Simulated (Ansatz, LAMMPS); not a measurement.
# Forces and charges in liquid 52SiO2-48Li2O (mol %) at 2550 K (69 atoms)

What does DFT give for liquid 52SiO2-48Li2O (mol %) at 2550 K (69 atoms) as built?

Program: Ansatz 0.2.0. Level of theory: Kohn-Sham DFT, PBE, PAW (set soft_2), plane waves. Results are calculated unless marked as measured.

### Step 1. The starting structure

The cell holds 69 atoms: 12 Si, 22 Li and 35 O. Cell: a = 9.078 Å, b = 9.078 Å, c = 9.078 Å, α = 90.0°, β = 90.0°, γ = 90.0°. 69 atoms (12 Si, 22 Li, 35 O) placed at random at 2.33 g/cm³, melted at 4000 K for 10 ps at fixed volume with the Morse and Coulomb pair potential with partial charges (Pedone, Malavasi, Menziani, Cormack and Segre, J. Phys. Chem. B 110, 11780 (2006)). Snapshot at the end of a hold of 10 ps at 2550 K and fixed volume.

Before any run, some limits are plain. The starting topology of bonds comes from the classical model, and needn't be the one that DFT or experiment would give. Sampling is at Γ alone, for a cell whose shortest periodic width is 9 Å.

### Step 2. How the cell was made

A classical potential makes the cell, at a small fraction of what the same run would cost in DFT.

This step: classical MD, Morse and Coulomb pair potential with partial charges (Pedone, Malavasi, Menziani, Cormack and Segre, J. Phys. Chem. B 110, 11780 (2006)) (LAMMPS 22 Jul 2025 - Update 4).

in.lmp

```
# melt-quench of Si12Li22O35
units metal
atom_style charge
boundary p p p
region box block 0 9.0778 0 9.0778 0 9.0778
create_box 3 box
mass 1 28.0850   # Si
mass 2 6.9400   # Li
mass 3 15.9990   # O
create_atoms 1 random 12 207310 NULL overlap 1.5 maxtry 2000
create_atoms 2 random 22 207317 NULL overlap 1.5 maxtry 2000
create_atoms 3 random 35 207324 NULL overlap 1.5 maxtry 2000
pair_style hybrid/overlay pedone 5.5 coul/long 8.0
pair_coeff * * coul/long
pair_coeff 1 3 pedone 0.340554 2.006700 2.100000 1   # Si-O
pair_coeff 2 3 pedone 0.001114 3.429506 2.681360 1   # Li-O
pair_coeff 3 3 pedone 0.042395 1.379316 3.618701 22   # O-O
set type 1 charge 2.4
set type 2 charge 0.6
set type 3 charge -1.2
kspace_style pppm 1.0e-4
neigh_modify delay 0 every 1 check yes
thermo_style custom step time temp pe press density
thermo_modify norm yes
timestep 0.002
thermo 100
min_style cg
minimize 1e-4 1e-4 200 2000
reset_timestep 0
velocity all create 4000 207311 mom yes dist gaussian
fix lim all nve/limit 0.05
fix lan all langevin 4000 4000 0.2 207312 zero yes
thermo 500
run 1000 post no
# [... 10 lines left out ...]
compute msd all msd com yes
thermo 1250
fix md all nvt temp 2550 2550 0.2
run 5000 post no
print "== T2550: mean square displacement over the hold $(c_msd[4]:%.2f) A^2"
unfix md
uncompute msd
write_dump all custom T2550.dump id type xs ys zs modify sort id
```

Run with:

```
$ lmp -in in.lmp -log none -nocite
```

Numbers of over 12 decimals in the logs are rounded to 6 here.

The log of the run:

```text
LAMMPS (22 Jul 2025 - Update 4)
Created orthogonal box = (0 0 0) to (9.0778 9.0778 9.0778)
Created 12 atoms
Created 22 atoms
Created 35 atoms
PPPM initialization ...
  G vector (1/distance) = 0.37260805
  grid = 9 9 9
  estimated relative force accuracy = 7.7414214e-05
   Step          Time           Temp          PotEng         Press         Density
         0   0              0             -1.1676311      839485.63      2.3300109
        75   0.15           0             -11.172437      10840.917      2.3300109
Loop time of 0.0373896 s on 1 MPI rank(s) for 75 steps with 69 atoms
Minimization stats:
  Stopping criterion = energy tolerance
[... 18 lines left out ...]
Loop time of 1.56817 s on 1 MPI rank(s) for 5000 steps with 69 atoms
   Step          Time           Temp          PotEng         Press         Density
[... 5 lines left out ...]
Loop time of 1.5581 s on 1 MPI rank(s) for 5000 steps with 69 atoms
   Step          Time           Temp          PotEng         Press         Density
[... 2 lines left out ...]
     12500   25             2830.2162     -10.871476      99349.289      2.3300109
     13750   27.5           2790.3386     -10.865033      54791.228      2.3300109
     15000   30             2657.6299     -10.865926      57112.299      2.3300109
     16000   32             2670.1879     -10.916685      94262.23       2.3300109
Loop time of 1.51678 s on 1 MPI rank(s) for 5000 steps with 69 atoms
== T2550: mean square displacement over the hold 53.36 A^2
```

Elapsed: 5.1 s, on 1 thread of Arm Neoverse V2, shared host; peak memory 0.075 GiB.

### Step 3. Plane-wave single point

One self-consistent run at the given positions yields energy and forces.

input.yaml

```yaml
crystal:
  lattice:
    - [9.0778, 0.0, 0.0]
    - [0.0, 9.0778, 0.0]
    - [0.0, 0.0, 9.0778]
  atoms:
    - { symbol: Si, position: [0.62766, 0.52075, 0.9079] }
    - { symbol: Si, position: [0.47157, 0.75376, 0.10738] }
    - { symbol: Si, position: [0.04245, 0.35175, 0.74685] }
    - { symbol: Si, position: [0.3739, 0.69594, 0.5515] }
    - { symbol: Si, position: [0.87068, 0.69875, 0.30274] }
    - { symbol: Si, position: [0.59887, 0.29535, 0.65354] }
    - { symbol: Si, position: [0.72678, 0.39887, 0.38322] }
    - { symbol: Si, position: [0.26486, 0.17946, 0.87292] }
    - { symbol: Si, position: [0.16891, 0.58762, 0.15737] }
    - { symbol: Si, position: [0.8191, 0.12913, 0.88638] }
    - { symbol: Si, position: [0.21112, 0.07571, 0.21799] }
    - { symbol: Si, position: [0.99545, 0.19381, 0.46184] }
    - { symbol: Li, position: [0.56363, 0.66992, 0.71798] }
    - { symbol: Li, position: [0.42681, 0.92132, 0.76819] }
    - { symbol: Li, position: [0.40048, 0.3796, 0.14077] }
    - { symbol: Li, position: [0.943, 0.57598, 0.88567] }
    - { symbol: Li, position: [0.89142, 0.9294, 0.67506] }
    - { symbol: Li, position: [0.29788, 0.52226, 0.84151] }
    - { symbol: Li, position: [0.75138, 0.21747, 0.23256] }
    - { symbol: Li, position: [0.94433, 0.27775, 0.1386] }
    - { symbol: Li, position: [0.06794, 0.70904, 0.59257] }
    - { symbol: Li, position: [0.16478, 0.75288, 0.89047] }
    - { symbol: Li, position: [0.78826, 0.56833, 0.61099] }
    - { symbol: Li, position: [0.57151, 0.32175, 0.08838] }
    - { symbol: Li, position: [0.56188, 0.10811, 0.08471] }
    - { symbol: Li, position: [0.51662, 0.06276, 0.40645] }
    - { symbol: Li, position: [0.47078, 0.58409, 0.31454] }
    - { symbol: Li, position: [0.37577, 0.27197, 0.39041] }
    - { symbol: Li, position: [0.67601, 0.82933, 0.40688] }
    - { symbol: Li, position: [0.11519, 0.51037, 0.47344] }
    - { symbol: Li, position: [0.07463, 0.82066, 0.44594] }
    - { symbol: Li, position: [0.30282, 0.98371, 0.53824] }
    - { symbol: Li, position: [0.95174, 0.97755, 0.07465] }
    - { symbol: Li, position: [0.77045, 0.81922, 0.94971] }
    - { symbol: O, position: [0.25504, 0.66519, 0.45727] }
    - { symbol: O, position: [0.49059, 0.5661, 0.57098] }
    - { symbol: O, position: [0.94104, 0.26876, 0.86641] }
    - { symbol: O, position: [0.71551, 0.17399, 0.74015] }
    - { symbol: O, position: [0.51579, 0.57195, 0.00917] }
    - { symbol: O, position: [0.89463, 0.3105, 0.35945] }
    - { symbol: O, position: [0.73163, 0.37848, 0.5759] }
    - { symbol: O, position: [0.01809, 0.63219, 0.2233] }
    - { symbol: O, position: [0.75058, 0.47226, 0.01824] }
    - { symbol: O, position: [0.25626, 0.04005, 0.79098] }
    - { symbol: O, position: [0.29861, 0.71108, 0.71874] }
    - { symbol: O, position: [0.04073, 0.52027, 0.67832] }
    - { symbol: O, position: [0.25825, 0.48238, 0.24691] }
    - { symbol: O, position: [0.77722, 0.14678, 0.05283] }
    - { symbol: O, position: [0.19868, 0.30059, 0.78603] }
    - { symbol: O, position: [0.40833, 0.24787, 0.98672] }
    - { symbol: O, position: [0.48356, 0.84286, 0.55905] }
    - { symbol: O, position: [0.17258, 0.1435, 0.0675] }
    - { symbol: O, position: [0.87047, 0.75604, 0.46543] }
    - { symbol: O, position: [0.00951, 0.01831, 0.50976] }
    - { symbol: O, position: [0.01409, 0.25976, 0.59608] }
    - { symbol: O, position: [0.1582, 0.21136, 0.35163] }
    - { symbol: O, position: [0.80414, 0.80504, 0.19112] }
    - { symbol: O, position: [0.31254, 0.70873, 0.12802] }
    - { symbol: O, position: [0.57501, 0.40991, 0.79629] }
    - { symbol: O, position: [0.53213, 0.76882, 0.26562] }
    - { symbol: O, position: [0.3711, 0.02768, 0.25487] }
    - { symbol: O, position: [0.14494, 0.51763, 0.00611] }
    - { symbol: O, position: [0.50858, 0.86224, 0.98855] }
    - { symbol: O, position: [0.59394, 0.31905, 0.3275] }
    - { symbol: O, position: [0.46172, 0.20411, 0.57249] }
    - { symbol: O, position: [0.08773, 0.94485, 0.22028] }
    - { symbol: O, position: [0.7474, 0.55284, 0.33725] }
    - { symbol: O, position: [0.92258, 0.97777, 0.86271] }
    - { symbol: O, position: [0.74474, 0.65666, 0.81007] }
kpoints:
  mp_grid: { grid: [1, 1, 1] }
hamiltonian:
  xc: pbe
scf:
  occupations: { method: fixed }
output:
  forces: true
  stress: true
  populations: true
  dos:
    method: { smearing: { sigma: 0.08 } }
    de: 0.1
    projected: { site_lists: { Li: [Li], O: [O], Si: [Si] } }
  eigenvalues: true
  write_density: true
  write_potential: true
  volumetric_format: npy
```

Run with:

```
$ ansatz run input.yaml --threads 8 --pin off --max-ram 15872MiB --backend cpu --events-out ev --progress --plain --runs-dir out
```

The log of the run:

```text
Engine: ansatz 0.2.0, aarch64-unknown-linux-gnu
Pseudopotentials: kind: paw
Pseudopotential: Si, paw, valence charge 4, recommended cutoff 420 eV (normal), Si.paw.azcp
Pseudopotential: Li, paw, valence charge 3, recommended cutoff 420 eV (normal), Li.paw.azcp
Pseudopotential: O, paw, valence charge 6, recommended cutoff 420 eV (normal), O.paw.azcp
[... 5 lines on functional and potentials left out ...]
Crystal: 69 atoms, lattice volume = 748.069 Å³
Basis set: ecut = 420 eV, 14771 PW (Γ), exchange–correlation on 128×128×128 points (8 copies of the dense FFT grid, shifted against one another)
Bands: 231, of which v1, the nominal top of the filled ones, is band 162 counted from 1 (161 counted from 0)
Symmetry: 1 space group operations
Space group: P1 (ITA 1), of the structure as read, at distance tolerance 9.1e-5 Å
k-points: 1
[...]
atom   7  Si     4.03545215    -1.41403162     6.96376341
  atom   8  Si     4.21534940    -0.83331119    11.66034126
[...]
atom  13  Li    -0.15863773     1.33559780    -0.40792553
  atom  14  Li    -0.14809401    -0.52883463     0.66114390
[...]
atom  68  O     -2.34722533     0.18435269     0.80566857
  atom  69  O     -1.26761868    -0.66959449    -0.07537084
  max |Σ_I F_I| component: 2.93e-5 eV/Å
--- Stress (GPa, compression-positive) ---
        9.970846      -1.821428       2.369132
       -1.821424      13.600218       2.701872
        2.369133       2.701875      13.917294
  P = ⅓ Tr σ = 12.4961 GPa (124.961 kbar)
--- Band table (eV) ---
  k-point 0: bands = ["-42.8574", "-42.8540", "-42.6576", "-41.8324", [... 215 levels ...], "13.9442", "14.0719", "14.2183", "14.2417", "14.3226", "14.4219", "14.5262", "14.5903", "14.6673", "14.7315", "14.9049", "14.9962"]
--- Löwdin populations: 69 sites ---
  site symbol       q [e]
     0     Si      2.4642
     1     Si      2.3700
     2     Si      2.3098
[...]
68      O      7.0667
  spilling = 0.013008 (of n_electrons = 324.000000)
[key lines of the parts left out:]
SCF converged after 11 iterations
Free energy (F): -32040.822525 eV
Fermi energy:    4.716567 eV
```

Elapsed: 5.1 s, on 8 threads of Arm Neoverse V2, shared host; peak memory 0.87 GiB; 32 s of CPU time.

The run gave:

| Item | Value |
| --- | --- |
| free energy | -32040.8225 eV |
| free energy per atom | -464.3597 eV/atom |
| SCF cycles | 11 |
| pressure | 12.5 GPa |
| r.m.s. force component | 3.236 eV/Å |
| longest force | 16.82 eV/Å |
| Fermi energy | 4.717 eV |
| gap (highest filled to lowest empty level) | 1.698 eV |
| spilling of the projection | 0.01301 |

Length of the force by element:

```csv
element,coordination,atoms,mean length of the force (eV/Å),spread,least,most
Li,all,22,1.70,1.01,0.150,4.41
O,all,35,4.67,3.38,1.06,15.6
Si,all,12,7.48,4.56,2.22,16.8
```

Löwdin charges by element (they lack the spilled electrons, 0.061 e an atom on average):

```csv
element,coordination,atoms,mean charge (e),spread,least,most
Li,all,22,0.779,0.0166,0.750,0.813
O,all,35,-0.922,0.0873,-1.07,-0.779
Si,all,12,1.61,0.0573,1.50,1.69
```

States in the cell by windows of 1 eV, zero at the Fermi level; the larger projections on atomic orbitals stand beside the total:

```csv
from (eV),to (eV),total,O p,Si p,Li s
-14,-12,0.0,0.0,0.0,0.0
-12,-11,1.6,1.1,0.1,0.0
-11,-10,2.6,1.7,0.2,0.0
-10,-9,7.7,5.5,0.8,0.0
-9,-8,4.6,3.4,0.7,0.0
-8,-7,11.0,8.3,1.5,0.2
-7,-6,18.0,14.1,1.8,0.5
-6,-5,24.1,20.0,1.8,0.6
-5,-4,34.3,29.5,2.0,0.8
-4,-3,34.5,31.0,1.1,0.8
-3,-2,29.7,27.5,0.7,0.5
-2,-1,28.6,27.0,0.5,0.3
-1,0,12.1,11.5,0.2,0.1
0,1,1.3,1.3,0.0,0.0
1,2,2.0,0.2,0.1,1.1
2,3,2.0,0.2,0.1,1.2
3,4,8.0,1.1,1.2,2.5
4,5,10.5,1.3,1.7,3.2
```

The curve was stored every 0.10 eV, coarse against its broadening of 0.08 eV, so these counts are rough.

With fixed occupations the program's Fermi level is the highest filled level; weight inside the gap is the broadening of levels at its edges.

Between -26 and -14 eV lie 70 more states.

About 45 of the 324 electrons lie in deeper levels, below the stored range.

The levels nearest the highest filled one (over half full), pooled over k-points and spins:

```csv
level less the highest filled one (eV),occupation
-0.806,2
-0.712,2
-0.512,2
-0.300,2
-0.181,2
0,2
1.70,0
2.56,0
3.41,0
3.48,0
3.76,0
3.86,0
```

Electrostatic potential energy in the ac plane at fractional y = 0.566, with atoms of Si and Li and O within 0.2 Å of it. With pseudopotentials it is smooth inside the atoms' cores, unlike the true potential.

Values in eV, 13 rows by 16 columns, each cell a mean:
```
  3   4  -7   4   6   6   8  -3 -23 -28 -28  -6   7   7  -2  -8
 -3   7   8   4  -9  -8   5   7   0 -26 -32  -8   6   6 -14 -26
  5   8   8   5  -6  -5   5   7   4  -1  -1   4   7   7   3  -1
-14  -6   8   9   7   7   8   8   6   5   6   6   5   5   7   6
-17  -9   8   9   9   8   8  -5  -6   7   7  -1 -21 -13   4   5
  5   3   4   7   7   6   1 -32 -32   4   8   0 -17 -10   4   7
  3  -9  -7   5   7   7   6  -1  -1   9   9   6   4   5   6   6
  4  -1   1   7   9   9   6   3   5   8   7  -4  -8   4   5   5
  7   6   7   9  10   9  -2 -22 -12   5   5 -29 -36  -5   3   5
 -5   1  -6  -3   4   8   2 -11  -4   6   8   0  -5   4   4   4
 -4 -14 -37 -33  -4   8   7   5   6   8  10  10  10   9   8   6
  7  -6 -29 -25   0   8   9   6   1   7  10  10  10  10  10   9
  8  -3 -26  -4   8   9   9 -16 -36 -13   4   7  10  10   9   8
```
Columns run along a (9.1 Å; values clipped at the 3rd and 97th percentile), rows up along c (9.1 Å). Atoms in or near the plane, at fractional coordinates: Si at (0.17, 0.16), Li at (0.94, 0.89), Li at (0.79, 0.61), Li at (0.47, 0.31), O at (0.49, 0.57), O at (0.52, 0.01), O at (0.75, 0.34).

Valence density in the ac plane at fractional y = 0.566, with atoms of Si and Li and O within 0.2 Å of it. It is the smooth field of the valence electrons, not physical close to the nuclei.

Values in e/Å³, 13 rows by 16 columns, each cell a mean:
```
0.2 0.6 1.4 0.6 0.1 0.0 0.2 1.2 3.1 1.4 0.3 0.4 0.3 0.1 0.4 1.0
0.2 0.1 0.1 0.1 0.7 0.5 0.1 0.1 0.3 0.3 0.3 0.5 0.4 0.1 1.7 4.6
0.2 0.2 0.1 0.1 0.5 0.4 0.0 0.0 0.1 0.2 0.3 0.6 0.5 0.2 0.1 0.2
2.0 1.4 0.2 0.1 0.1 0.1 0.1 0.1 0.1 0.1 0.1 0.2 0.2 0.1 0.1 0.5
2.2 1.5 0.2 0.1 0.1 0.1 0.3 1.5 1.6 0.3 0.1 0.2 3.3 1.6 0.1 0.5
0.3 0.2 0.1 0.1 0.1 0.2 0.8 4.7 4.9 0.7 0.1 0.1 2.3 1.1 0.0 0.1
0.0 0.3 0.4 0.3 0.3 0.2 0.3 1.1 1.1 0.2 0.1 0.1 0.1 0.1 0.0 0.0
0.0 0.1 0.1 0.2 0.3 0.1 0.1 0.2 0.1 0.1 0.2 1.1 1.5 0.4 0.1 0.0
0.2 0.1 0.1 0.2 0.2 0.1 0.3 3.7 1.2 0.1 0.5 4.0 5.1 1.1 0.2 0.1
1.2 0.6 0.3 0.7 0.8 0.3 0.1 1.2 0.4 0.0 0.2 0.9 1.2 0.4 0.2 0.6
1.1 0.7 0.2 0.5 0.6 0.2 0.1 0.1 0.1 0.0 0.0 0.1 0.1 0.1 0.1 0.5
0.2 0.5 0.7 0.5 0.2 0.1 0.1 0.4 0.8 0.3 0.1 0.1 0.1 0.1 0.0 0.1
0.2 1.1 2.8 1.2 0.2 0.1 0.2 2.4 5.8 2.0 0.3 0.4 0.5 0.2 0.0 0.0
```
Columns run along a (9.1 Å), rows up along c (9.1 Å). Atoms in or near the plane, at fractional coordinates: Si at (0.17, 0.16), Li at (0.94, 0.89), Li at (0.79, 0.61), Li at (0.47, 0.31), O at (0.49, 0.57), O at (0.52, 0.01), O at (0.75, 0.34).

Mean Löwdin charges: Li +0.78, O -0.92, Si +1.61 e (they miss 1.3 % of the electrons, so they add up to more than the cell's charge). The largest share in the top eV of filled states is O p (97 % of the projected weight), and in the lowest eV of empty states Li s (66 % of the projected weight).

### Step 4. Distances and neighbours

Bonds and neighbours are counted at the geometry of the runs.

Density 2.33 g/cm³, 10.84 Å³ an atom.

g(r), total and by pair (bins of 0.2 Å):

```csv
r (Å),total,O-O,O-Li,O-Si,Li-Li,Li-Si,Si-Si
1.30,0.07,0.00,0.00,0.38,0.00,0.00,0.00
1.50,1.20,0.00,0.00,6.80,0.00,0.00,0.00
1.70,1.17,0.00,0.37,5.44,0.85,0.00,0.00
1.90,0.86,0.00,2.25,0.57,0.33,0.00,0.00
2.10,0.72,0.00,1.96,0.00,0.57,0.24,0.00
2.30,0.71,0.35,1.40,0.00,0.91,0.64,0.00
2.50,1.47,2.65,1.58,0.00,1.58,1.08,0.00
2.70,0.97,2.21,0.73,0.09,0.84,0.47,0.54
2.90,0.96,1.16,0.64,0.33,1.32,2.16,0.97
3.10,1.08,1.00,0.65,0.59,1.29,2.46,3.36
3.30,0.92,1.06,0.56,0.83,1.03,1.76,0.76
3.50,0.98,1.04,0.90,1.04,0.89,1.29,0.00
3.70,1.03,0.90,1.23,1.19,1.08,0.66,0.29
3.90,0.95,0.44,1.04,1.54,1.07,0.89,0.54
4.10,1.10,0.78,1.03,1.56,0.97,1.34,1.46
4.30,0.96,0.78,1.24,1.30,0.46,0.43,1.12
```

A closer look about Si12, which bears the longest force: 14 atoms, nearest first, numbered in the order of the input, with positions taken from that point.

```csv
atom,x,y,z,distance (Å),Löwdin charge (e),Fx,Fy,Fz (eV/Å)
Si12,0.00,0.00,0.00,0.00,1.64,3.35,-9.77,-13.28
O55,0.17,0.60,1.22,1.37,-0.82,1.43,8.10,13.21
O54,0.13,-1.59,0.44,1.66,-0.94,-1.44,-0.31,-0.25
O40,-0.92,1.06,-0.93,1.68,-0.84,-2.31,-0.81,-2.09
O56,1.48,0.16,-1.00,1.79,-0.86,-0.90,-0.73,0.62
Si3,0.43,1.43,2.59,2.99,1.69,-2.93,0.49,-1.81
Li19,-2.22,0.21,-2.08,3.05,0.80,0.11,-1.57,-0.26
Li20,-0.46,0.76,-2.93,3.07,0.80,1.71,0.78,-1.33
Li30,1.09,2.87,0.11,3.07,0.81,1.00,-0.90,-0.88
O41,-2.39,1.68,1.04,3.10,-0.82,0.88,1.20,-4.24
Si11,1.96,-1.07,-2.21,3.14,1.56,-3.54,-1.57,2.12
Si7,-2.44,1.86,-0.71,3.15,1.60,4.04,-1.41,6.96
Li17,-0.94,-2.40,1.94,3.22,0.79,0.07,0.54,-1.04
O66,0.84,-2.26,-2.19,3.26,-0.97,0.14,-0.39,1.23
```

### Step 5. What came out

* free energy per atom: -464.3597 eV/atom
* pressure: 12.5 GPa
* r.m.s. force component: 3.236 eV/Å
* gap (highest filled to lowest empty level): 1.698 eV
* wall time of the 1 DFT run: 5.1 s

The highest filled and lowest empty levels differ by 1.70 eV (at Γ alone); a semilocal functional tends to put such gaps too low. In a disordered cell it changes from sample to sample and from frame to frame.

What to keep in mind: The force components of 3.2 eV/Å r.m.s. come partly from thermal motion and partly from the difference between the classical potential and DFT. The stress is far from hydrostatic: its diagonal is 10.0, 13.6, 13.9 GPa, compression counted positive. The pressure of 12 GPa is that of one thermal frame, in which the classical model's bond lengths enter as well as the volume, without the kinetic term.

[Logs are printed without paths, hosts, clocks, repeated set-up lines and the standing remarks that a program may print on its own settings, such as how far it seeks lower states.]

[Hosts, paths, dates, database ids (printed as entryN), source tags and the programs' standing remarks are cut or masked in the printed files.]
